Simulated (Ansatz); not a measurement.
## LiZnF3 in Imma, a phase reached by a soft mode: a soft mode frozen in

Aim: this structure of LiZnF3 in Imma, a phase reached by a soft mode is to be tested for unstable modes, and one is followed downhill.

Method: DFT PBEsol, scalar-relativistic, plane waves, PAW; PAW set soft_1, in Ansatz 0.2.0.

The structure was built from a prototype and need not be the compound's stable phase.

## (1) The starting structure

The structure is orthorhombic, space group Imma (No. 74). The conventional cell has a = 5.542 Å, b = 7.649 Å, c = 5.042 Å, α = 90.00°, β = 90.00°, γ = 90.00°. Li has 5 F at 1.89 to 2.11 Å nearest. Nearest to Zn lie 6 F at 1.99 to 2.11 Å. F has 2 Zn at 1.99 Å and 2 Li at 2.11 Å nearest. Nearest to F lie 1 Li at 1.89 Å and 2 Zn at 2.11 Å. Farther neighbours and most contacts between anions are not listed.

## (2) Zone-centre response

This phase was reached earlier by freezing in an unstable mode of a structure of higher symmetry and relaxing. Its zone-centre modes can show that it is still unstable.

input.yaml reads:

```yaml
crystal:
  lattice:
    - [-2.7709608286, 3.8242968089, 2.5210024937]
    - [2.7709608286, -3.8242968089, 2.5210024937]
    - [2.7709608286, 3.8242968089, -2.5210024937]
  atoms:
    - { symbol: Li, position: [0.8033345252, 0.0533345252, 0.75] }
    - { symbol: Li, position: [0.1966654748, 0.9466654748, 0.25] }
    - { symbol: Zn, position: [0.0, 0.5, 0.5] }
    - { symbol: Zn, position: [0.5, 0.5, 0.0] }
    - { symbol: F, position: [0.1628222805, 0.5, 0.1628222805] }
    - { symbol: F, position: [0.8371777195, 0.5, 0.8371777195] }
    - { symbol: F, position: [0.8371777195, 0.0, 0.3371777195] }
    - { symbol: F, position: [0.1628222805, 0.0, 0.6628222805] }
    - { symbol: F, position: [0.5714891963, 0.3214891963, 0.25] }
    - { symbol: F, position: [0.4285108037, 0.6785108037, 0.75] }
kpoints:
  mp_grid: { grid: [6, 6, 6] }
hamiltonian:
  xc: pbesol
  pseudopotentials: { kind: paw, azcp: { folder: soft_1 }, xc_functional: pbe }
scf:
  occupations: { method: fixed }
output:
  eigenvalues: true
phonons:
  method: dfpt
  dielectric: true
  rigid_motions: translations
```

The run is started by

```sh
ansatz run input.yaml --threads 4 --pin off --max-ram 16384MiB --backend cpu --events-out ev --progress --plain --runs-dir out
```

Numbers of over 12 decimals in the logs are rounded to 6 here.

The program printed:

```text
Engine: ansatz 0.2.0, x86_64-unknown-linux-gnu
Pseudopotentials: kind: paw
Pseudopotential: Li, paw, valence charge 3, recommended cutoff 420 eV (normal), soft_1/Li.paw.azcp
Pseudopotential: Zn, paw, valence charge 12, recommended cutoff 420 eV (normal), soft_1/Zn.paw.azcp
Pseudopotential: F, paw, valence charge 7, recommended cutoff 420 eV (normal), soft_1/F.paw.azcp
Functional definition: PBEsol
  exchange = pbesol_x
  correlation = pbesol_c
Crystal: 10 atoms, lattice volume = 106.860 Å³
Basis set: ecut = 420 eV, 2065 PW (Γ), exchange–correlation on 72×72×72 points (8 copies of the dense FFT grid, shifted against one another)
Bands: 46, of which v1, the nominal top of the filled ones, is band 36 counted from 1 (35 counted from 0)
Symmetry: 8 space group operations
k-points: 112 of 216 (irreducible under 1 space group operation, time reversal used)
Non-local potential: Li, projectors of the file, l = 0: 3, l = 1: 2, l = 2: 1
Non-local potential: Zn, projectors of the file, l = 0: 2, l = 1: 2, l = 2: 3, l = 3: 1
Non-local potential: F, projectors of the file, l = 0: 2, l = 1: 2, l = 2: 1
PAW form: soft (Blöchl's): semilocal exchange-correlation on the pseudo side does not see the compensation charge
PAW frozen core: Zn, regenerated for the run's functional, and the local potential with it (the file was generated under x = pbe(κ = 0.804, μ = 0.219515), c = pbe(β = 0.066725))
PAW frozen core: F, regenerated for the run's functional, and the local potential with it (the file was generated under x = pbe(κ = 0.804, μ = 0.219515), c = pbe(β = 0.066725))
PAW one-centre angular grid: Li, 110 points (default); XC on 64 Gauss nodes
PAW one-centre angular grid: Zn, 590 points (default); XC on 64 Gauss nodes
PAW one-centre angular grid: F, 110 points (default); XC on 64 Gauss nodes
Initial density: superposition of atomic densities (chi_scale 0.1, normalization cell, long waves kept (reshape's long-wave potential 0.06 eV rms))
Initial wavefunctions: pseudopotential atomic-orbital guess
Functional: x = pbesol(κ = 0.804, μ = 0.123457), c = pbesol(β = 0.046)
SCF iter   1: F=—  HF=-11788.189228 eV  |F-HF|=—  |Δ(HF+E_count)|=         —  Δρ=1.96e-1  dr2=2.49e1  ethr=3.10e-3  ⟨swp⟩=4.6  Hψ=21150  notcnv=0  defer=867
preconditioner: auto → Resta (q_TF=auto, 2.555 Å⁻¹)  ε∞=3.7  [insulator: Δε(μ)=2.976 eV  Ē_g=18.124 eV  n_scr=26 (ndim 8)  ℏωp=29.6 eV  f_vac=0.003  ε∞_Penn≈3.7]
SCF iter   2: F=—  HF=-11779.654892 eV  |F-HF|=—  |Δ(HF+E_count)|=    8.53e0  Δρ=4.34e-2  dr2=1.47e0  ethr=3.10e-3  ⟨swp⟩=3.5  Hψ=13613  notcnv=0  defer=893
SCF iter   3: F=—  HF=-11778.825425 eV  |F-HF|=—  |Δ(HF+E_count)|=   8.29e-1  Δρ=2.38e-2  dr2=5.76e-1  ethr=2.04e-3  ⟨swp⟩=2.0  Hψ=9409  notcnv=0  defer=895
SCF iter   4: F=—  HF=-11778.750347 eV  |F-HF|=—  |Δ(HF+E_count)|=   7.51e-2  Δρ=1.16e-2  dr2=5.41e-2  ethr=8.00e-4  ⟨swp⟩=3.0  Hψ=8293  notcnv=0  defer=894
SCF iter   5: F=—  HF=-11778.816960 eV  |F-HF|=—  |Δ(HF+E_count)|=   6.66e-2  Δρ=8.54e-3  dr2=4.46e-2  ethr=7.51e-5  ⟨swp⟩=3.0  Hψ=9644  notcnv=0  defer=896
SCF iter   6: F=—  HF=-11778.801152 eV  |F-HF|=—  |Δ(HF+E_count)|=   1.58e-2  Δρ=3.05e-3  dr2=4.79e-3  ethr=6.19e-5  ⟨swp⟩=2.2  Hψ=8365  notcnv=0  defer=896
SCF iter   7: F=—  HF=-11778.800850 eV  |F-HF|=—  |Δ(HF+E_count)|=   3.02e-4  Δρ=9.74e-4  dr2=5.30e-4  ethr=6.66e-6  ⟨swp⟩=2.0  Hψ=8010  notcnv=0  defer=896
SCF iter   8: F=—  HF=-11778.800822 eV  |F-HF|=—  |Δ(HF+E_count)|=   2.73e-5  Δρ=4.42e-4  dr2=1.30e-4  ethr=7.35e-7  ⟨swp⟩=2.0  Hψ=8272  notcnv=0  defer=896
SCF iter   9: F=—  HF=-11778.800833 eV  |F-HF|=—  |Δ(HF+E_count)|=   1.02e-5  Δρ=4.81e-5  dr2=2.55e-6  ethr=1.80e-7  ⟨swp⟩=2.0  Hψ=7987  notcnv=0  defer=710
SCF iter  10: F=—  HF=-11778.800838 eV  |F-HF|=—  |Δ(HF+E_count)|=   5.02e-6  Δρ=1.55e-5  dr2=1.78e-7  ethr=3.54e-9  ⟨swp⟩=2.0  Hψ=7875  notcnv=0  defer=502
SCF iter  11: F=—  HF=-11778.800838 eV  |F-HF|=—  |Δ(HF+E_count)|=   8.25e-8  Δρ=2.33e-6  dr2=6.33e-9  ethr=2.47e-10  ⟨swp⟩=2.0  Hψ=7783  notcnv=0  defer=502
SCF iter  12: F=—  HF=-11778.800838 eV  |F-HF|=—  |Δ(HF+E_count)|=   6.30e-9  Δρ=4.95e-7  dr2=2.77e-10  ethr=8.80e-12  ⟨swp⟩=2.0  Hψ=8265  notcnv=0  defer=502
SCF iter  13: F=-11778.800838 eV  HF=-11778.800838 eV  |F-HF|=2.91e-11  |Δ(HF+E_count)|=  6.73e-11  Δρ=2.40e-7  dr2=4.27e-11  ethr=1.00e-12  ⟨swp⟩=13.1  Hψ=34841  notcnv=0
SCF 1 converged in 13 iterations: F = -11778.800838 eV  dr2 = 4.27e-11
  greatest PAW one-centre occupation: 1.000 electrons in one spin orbital (limit 2), on the Li atom at site 1 (counted from 0), in its partial waves of l = 0
NSCF: frozen V_eff on 5 k-points
DFPT response loops at Γ: preconditioner auto → none (the input reference at scf.mixing.eps_inf says where Resta's filter doesn't serve); β = 0.50; Broyden in place of MSR1
SCF converged after 13 iterations
Free energy (F): -11778.800838 eV
Harris-Foulkes:  -11778.800838 eV  (|F-HF|=2.91e-11)
Internal energy: -11778.800838 eV  (E = F + TS)
E sigma→0 (E₀):  -11778.800838 eV
Fermi energy:    3.066737 eV
--- Per-component energies (eV) ---
  E_band       = -370.199314
  E_kinetic    = 1509.177233
  E_local      = -7865.234292  (includes V_loc(G=0)·N_el)
  E_nonlocal   = 2147.793157
  E_hartree    = 2936.213742
  E_xc         = -626.231005
  E_vxc        = -710.460125  (∫ρ·V_xc dr)
  E_paw        = -4964.025710  (= ΣΔE_a)
  E_vpaw       = -1323.906984  (= ΣTr[D̂ρ^β])
  E_aug_tail   = 0.004056  (compensation charges beyond the density's cutoff)
  E_ewald      = -4918.347387
  E_core_change = 1.849368  (= ΣΔE_core)
  E_smearing   = -0.000000  (= −TS)
  E_closure    = -0.000000  (closes the sum)
  Σ components = -11778.800838   (vs F -11778.800838, Δ=0.00e0)
--- Band table (eV; the first three rows and the last of 112) ---
  k-point 0: bands = [... 32 lower, 1.4970, 2.1318, 2.7794, 3.0667, 6.9901, 12.8334, 13.6248, 13.6646, ... 6 higher]
  k-point 1: bands = [... 32 lower, 1.6051, 2.0284, 2.6922, 2.9097, 7.3742, 12.1098, 13.5299, 13.7498, ... 6 higher]
  k-point 2: bands = [... 32 lower, 1.8473, 1.8549, 2.4418, 2.5208, 8.3317, 10.8654, 13.5421, 13.7853, ... 6 higher]
  k-point 111: bands = [... 32 lower, 2.0460, 2.2474, 2.3312, 2.9588, 9.4194, 11.6072, 11.7078, 12.4303, ... 6 higher]
--- Phonons (Γ-DFPT): 12 representative perturbations + reference, on 112 of 216 k-points (Σ response iterations 46) ---
  k mesh reduced under 1 symmetry operation, with k and −k counted as one. Each operation leaves every solved perturbation unchanged. A smaller set is not considered because the run solves the response to a homogeneous field
  ASR residual: 1.787e-4 → 0.000e0 eV/Å²; symmetrization residual: 1.379e-6 eV/Å²
  ASR residual per site (eV/Å²): 2.03e-5 2.03e-5 1.06e-4 1.06e-4 1.33e-4 1.33e-4 1.33e-4 1.33e-4 1.79e-4 1.79e-4
  Γ frequencies (cm⁻¹): -94.29 0.00 0.00 0.00 108.74 116.51 127.51 168.97 170.16 186.22 186.84 193.55 195.09 211.14 236.47 240.73 244.50 257.37 275.51 296.61 297.44 299.32 330.83 340.80 344.75 387.49 406.79 443.68 473.53 503.89
  ε∞ (high-frequency dielectric tensor):
        2.401558     0.000000     0.000000
        0.000000     2.409412     0.000000
        0.000000     0.000000     2.372602
  softest optical mode at Γ: -94.29 cm⁻¹; the repairs (sum rule, projections) moved no ω² at Γ by more than (2.05 cm⁻¹)²
  Born effective charges Z* (e; rows j = field, columns β = displacement):
    site 0:
         1.11328    0.00000    0.00000
        -0.00000    1.06441    0.00000
         0.00000   -0.00000    1.12822
    site 1:
         1.11328    0.00000    0.00000
         0.00000    1.06441    0.00000
         0.00000   -0.00000    1.12822
    site 2:
         2.28031    0.00000    0.00000
         0.00000    2.27210    0.12334
         0.00000   -0.15886    2.19345
    site 3:
         2.28031    0.00000    0.00000
         0.00000    2.27210   -0.12334
         0.00000    0.15886    2.19345
    site 4:
        -1.29285    0.00000    0.34499
         0.00000   -0.91208    0.00000
         0.34524    0.00000   -1.11988
    site 5:
        -1.29285   -0.00000    0.34499
        -0.00000   -0.91208    0.00000
         0.34524   -0.00000   -1.11988
    site 6:
        -1.29285    0.00000   -0.34499
        -0.00000   -0.91208   -0.00000
        -0.34524   -0.00000   -1.11988
    site 7:
        -1.29285   -0.00000   -0.34499
         0.00000   -0.91208   -0.00000
        -0.34524    0.00000   -1.11988
    site 8:
        -0.80790    0.00000    0.00000
         0.00000   -1.51234    0.00000
         0.00000   -0.00000   -1.08190
    site 9:
        -0.80790    0.00000    0.00000
         0.00000   -1.51234    0.00000
         0.00000   -0.00000   -1.08190
  Z* charge neutrality: 1.064e-4 e pre-enforcement
  k-mesh period / interband length: 30.3 Å / 0.98 Å = 30.89 at k = (0.0000, 0.0000, 0.0000), direct gap 3.923 eV — 14 or more, which is no proof of convergence
  optical modes at Γ without the LO–TO term, one row a degenerate level:
      ω (cm⁻¹)  modes    IR ((D/Å)²/amu)
        -94.29      1             0.0000
        108.74      1            12.4141
        116.51      1             5.4530
        127.51      1             1.4806
        168.97      1             0.0000
        170.16      1             0.6606
        186.22      1             0.0000
[...]
optical modes at Γ + LO–TO along q̂ = [1.0000, 0.0000, 0.0000]:
      ω (cm⁻¹)  modes    IR ((D/Å)²/amu)
[...]
optical modes at Γ + LO–TO along q̂ = [0.0000, 1.0000, 0.0000]:
      ω (cm⁻¹)  modes    IR ((D/Å)²/amu)
[...]
optical modes at Γ + LO–TO along q̂ = [0.0000, 0.0000, 1.0000]:
      ω (cm⁻¹)  modes    IR ((D/Å)²/amu)
[...]
275.51      1             0.0000
        296.61      1             0.0000
        297.44      1             0.5883
        299.32      1             0.0000
        330.83      1             1.6440
        340.80      1             0.0000
        344.75      1             0.0000
        406.79      1             0.0000
        442.90      1             1.2355
        443.68      1             8.2394
        503.89      1             0.0000
        581.76      1            19.2383
```

Elapsed: 3.6 min, on 4 threads of Intel Xeon Platinum 8375C at 2.90GHz (Ice Lake), shared host; peak memory 2.5 GiB; 14 min of CPU time.

Numbers from this step:

```
gap on the k-mesh                                       : 3.923 eV
volume per atom                                         : 10.69 Å³
sum-rule residual before enforcement                    : 1.79e-4 eV/Å²
miss of the charge sum rule                             : 1.06e-4 e
point group                                             : mmm
highest optical mode at the zone centre (no LO-TO term) : 503.9 cm⁻¹
lowest optical zone-centre mode                         : -94.29 cm⁻¹
mean high-frequency dielectric constant                 : 2.395
largest Born charge (third of the trace)                : 2.249 e
top of the zone-centre spectrum with the field          : 581.8 cm⁻¹
```

Without the LO-TO term. Patterns of degenerate modes are one choice out of their space. The modes at Γ (shares of kinetic energy by element, %) (negative means imaginary):

| mode | frequency (cm⁻¹) | symmetry | Li % | Zn % | F % |
| --- | --- | --- | --- | --- | --- |
| 1 | -94.3 | B1g | 0 | 0 | 100 |
| 2 | 0.0 | acoustic | 5 | 51 | 44 |
| 3 | 0.0 | acoustic | 5 | 51 | 44 |
| 4 | 0.0 | acoustic | 5 | 51 | 44 |
| 5 | 108.7 | B3u | 54 | 4 | 42 |
| 6 | 116.5 | B2u | 1 | 68 | 31 |
| 7 | 127.5 | B3u | 6 | 0 | 94 |
| 8 | 169.0 | Au | 0 | 26 | 74 |
| 9 | 170.2 | B1u | 0 | 90 | 10 |
| 10 | 186.2 | B3g | 33 | 0 | 67 |
| 11 | 186.8 | B2g | 57 | 0 | 43 |
| 12 | 193.6 | B3u | 34 | 32 | 33 |
| 13 | 195.1 | B1u | 0 | 31 | 69 |
| 14 | 211.1 | B3g | 2 | 0 | 98 |
| 15 | 236.5 | B2u | 50 | 28 | 22 |
| 16 | 240.7 | B2g | 30 | 0 | 70 |
| 17 | 244.5 | Ag | 12 | 0 | 88 |
| 18 | 257.4 | B1u | 11 | 17 | 72 |
| 19 | 275.5 | Au | 0 | 74 | 26 |
| 20 | 296.6 | B1g | 0 | 0 | 100 |
| 21 | 297.4 | B2u | 17 | 23 | 60 |
| 22 | 299.3 | B3g | 65 | 0 | 35 |
| 23 | 330.8 | B2u | 27 | 30 | 43 |
| 24 | 340.8 | B2g | 13 | 0 | 87 |
| 25 | 344.8 | Ag | 1 | 0 | 99 |
| 26 | 387.5 | B1u | 83 | 0 | 16 |
| 27 | 406.8 | Ag | 88 | 0 | 12 |
| 28 | 443.7 | B3u | 0 | 13 | 87 |
| 29 | 473.5 | B1u | 0 | 12 | 88 |
| 30 | 503.9 | B3g | 0 | 0 | 100 |

Displacements in mode 1 (-94.3 cm⁻¹), the largest set to 1:
```
Li1  0.00  0.00  0.00
Li2  0.00  0.00  0.00
Zn3  0.00  0.00  0.00
Zn4  0.00  0.00  0.00
F5   1.00  0.00  0.96
F6  -1.00  0.00 -0.96
F7  -1.00  0.00  0.96
F8   1.00  0.00 -0.96
F9   0.00  0.00  0.00
F10  0.00  0.00  0.00
```

Displacements in mode 5 (108.7 cm⁻¹), the largest set to 1:
```
Li1  1.00  0.00  0.00
Li2  1.00  0.00  0.00
Zn3  0.09  0.00  0.00
Zn4  0.09  0.00  0.00
F5  -0.08  0.00 -0.09
F6  -0.08  0.00 -0.09
F7  -0.08  0.00  0.09
F8  -0.08  0.00  0.09
F9  -0.51  0.00  0.00
F10 -0.51  0.00  0.00
```

Before it was imposed, the acoustic sum rule was missed by 1.8e-4 eV/Å² and the charge sum rule by 1.1e-4 e. Small misses are needed for a sound result but don't prove that mesh and cutoff are converged. The lowest optical mode is imaginary, 94.3i cm⁻¹, so the energy falls along it.

## (3) The mode frozen in, largest atomic shift 0 Å

The mode followed lies at Γ with frequency 94.3i cm⁻¹, the softest among the wavevectors solved. At small amplitude the distorted cell has space group no. 15 by a symmetry search on the positions. The undistorted cell that holds it gives the zero of energy on the same k mesh.

Edit input.yaml of step 2 so:

```diff
@@ -22,8 +22,6 @@
 scf:
-  occupations: { method: fixed }
+  occupations: { method: gaussian, width: 0.02 }
 output:
+  forces: true
+  stress: true
   eigenvalues: true
-phonons:
-  method: dfpt
-  dielectric: true
-  rigid_motions: translations
```

The program printed:

```text
[...]
Crystal: 10 atoms, lattice volume = 106.860 Å³
Basis set: ecut = 420 eV, 2065 PW (Γ), exchange–correlation on 72×72×72 points (8 copies of the dense FFT grid, shifted against one another)
Bands: 46, of which v1, the nominal top of the filled ones, is band 36 counted from 1 (35 counted from 0)
Symmetry: 8 space group operations
[...]
k-points: 46 of 216
[...]
k-point 0: bands = [... 32 lower, 1.4970, 2.1318, 2.7794, 3.0667, 6.9901, 12.8333, 13.6248, 13.6646, ... 4 higher]
  k-point 1: bands = [... 32 lower, 1.6051, 2.0284, 2.6922, 2.9097, 7.3742, 12.1097, 13.5299, 13.7498, ... 4 higher]
  k-point 2: bands = [... 32 lower, 1.8473, 1.8549, 2.4418, 2.5208, 8.3316, 10.8654, 13.5421, 13.7852, ... 4 higher]
  k-point 45: bands = [... 32 lower, 2.0460, 2.2474, 2.3312, 2.9587, 9.4194, 11.6072, 11.7078, 12.4303, ... 4 higher]
[key lines of the parts left out:]
SCF converged after 10 iterations
Free energy (F): -11778.800838 eV
Fermi energy:    5.028413 eV
P = ⅓ Tr σ = -0.0013 GPa (-0.013 kbar)
```

The job ended after 3.9 s (4 threads; peak memory 0.58 GiB).

Numbers from this step:

| Item | Value |
| --- | --- |
| pressure | -0.001297 GPa |
| energy from the undistorted cell | 0 meV/atom |

At this level the gap is 3.92 eV on the k-mesh of the self-consistent run, which can miss the band edges.

## (4) The mode frozen in, largest atomic shift 0.32 Å

The atoms are moved along the unstable eigenvector, the largest shift by 0.32 Å, with the cell fixed.

input.yaml, the sections that differ from step 3:

```yaml
crystal:
  lattice:
    - [-2.7709608286, 3.8242968089, 2.5210024937]
    - [2.7709608286, -3.8242968089, 2.5210024937]
    - [2.7709608286, 3.8242968089, -2.5210024937]
  atoms:
    - { symbol: Li, position: [0.8033345252, 0.0533345252, 0.75] }
    - { symbol: Li, position: [0.1966654748, 0.9466654748, 0.25] }
    - { symbol: Zn, position: [0.0, 0.5, 0.5] }
    - { symbol: Zn, position: [0.5, 0.5, 0.0] }
    - { symbol: F, position: [0.2066788458, 0.5855945646, 0.2045602798] }
    - { symbol: F, position: [0.7933211542, 0.4144054354, 0.7954397202] }
    - { symbol: F, position: [0.8810342848, 0.002118566, 0.2954397202] }
    - { symbol: F, position: [0.1189657152, -0.002118566, 0.7045602798] }
    - { symbol: F, position: [0.5714891963, 0.3214891963, 0.25] }
    - { symbol: F, position: [0.4285108037, 0.6785108037, 0.75] }
# kpoints, hamiltonian, scf, output: as in step 3
```

The program printed:

```text
[...]
Crystal: 10 atoms, lattice volume = 106.860 Å³
Basis set: ecut = 420 eV, 2065 PW (Γ), exchange–correlation on 72×72×72 points (8 copies of the dense FFT grid, shifted against one another)
Bands: 46, of which v1, the nominal top of the filled ones, is band 36 counted from 1 (35 counted from 0)
Symmetry: 4 space group operations
[...]
k-points: 68 of 216
[...]
k-point 0: bands = [... 32 lower, 1.5643, 2.0829, 2.6488, 2.7611, 6.8434, 12.2933, 12.8678, 14.1830, ... 5 higher]
  k-point 1: bands = [... 32 lower, 1.5657, 1.9583, 2.5695, 2.6326, 7.2296, 11.6964, 12.9306, 14.0491, ... 5 higher]
  k-point 2: bands = [... 32 lower, 1.7044, 1.7566, 2.3075, 2.3290, 8.1762, 10.5857, 13.0754, 13.6800, ... 5 higher]
  k-point 67: bands = [... 32 lower, 1.8879, 2.1288, 2.1880, 2.6996, 9.2509, 11.2725, 11.5566, 12.3514, ... 5 higher]
[key lines of the parts left out:]
SCF converged after 10 iterations
Free energy (F): -11778.847162 eV
Fermi energy:    4.802285 eV
P = ⅓ Tr σ = -0.8160 GPa (-8.160 kbar)
```

The job ended after 4.8 s (4 threads; peak memory 0.64 GiB; 18 s of CPU time).

Numbers from this step:

- pressure: -0.8160 GPa
- gap on the k-mesh: 4.082 eV
- energy from the undistorted cell: -4.632 meV/atom

The energy, extrapolated to zero smearing, is -4.63 meV/atom against the undistorted cell.

The run ends at a pressure of -0.82 GPa, with forces up to 0.33 eV/Å.

## (5) Energy along the mode, all amplitudes (two of the runs are shown above)

An imaginary frequency means negative curvature, so the energy should fall and then rise again as anharmonic terms take over.

This step gave:

```
depth at the lowest point sampled  : 4.632 meV/atom
largest atomic shift at that point : 0.32 Å
```

The energy from the parent by largest atomic shift:

| largest atomic shift (Å) | energy from the parent (meV/atom) |
| --- | --- |
| 0.000 | 0 |
| 0.040 | -0.197 |
| 0.080 | -0.762 |
| 0.140 | -2.13 |
| 0.220 | -4.17 |
| 0.320 | -4.63 |
| 0.450 | 5.29 |

Displacement at unit largest shift by atom:

```
atom  x (Å)  y (Å)  z (Å)  size
 Li1   0.00   0.00   0.00  0.00
 Li2   0.00   0.00   0.00  0.00
 Zn3   0.00   0.00   0.00  0.00
 Zn4   0.00   0.00   0.00  0.00
  F5   0.72   0.00   0.69  1.00
  F6  -0.72   0.00  -0.69  1.00
  F7  -0.72   0.00   0.69  1.00
  F8   0.72   0.00  -0.69  1.00
  F9   0.00   0.00   0.00  0.00
 F10   0.00   0.00   0.00  0.00
```

The lowest of the steps tried is at 0.32 Å, 4.63 meV/atom below the parent; the bottom of the well need not coincide with a step.

(Continued in part 2 of 3.)

[Logs are printed without paths, hosts, clocks, repeated set-up lines and the standing remarks that a program may print on its own settings, such as how far it seeks lower states.]

[Hosts, paths, dates, database ids (printed as entryN), source tags and the programs' standing remarks are cut or masked in the printed files.]
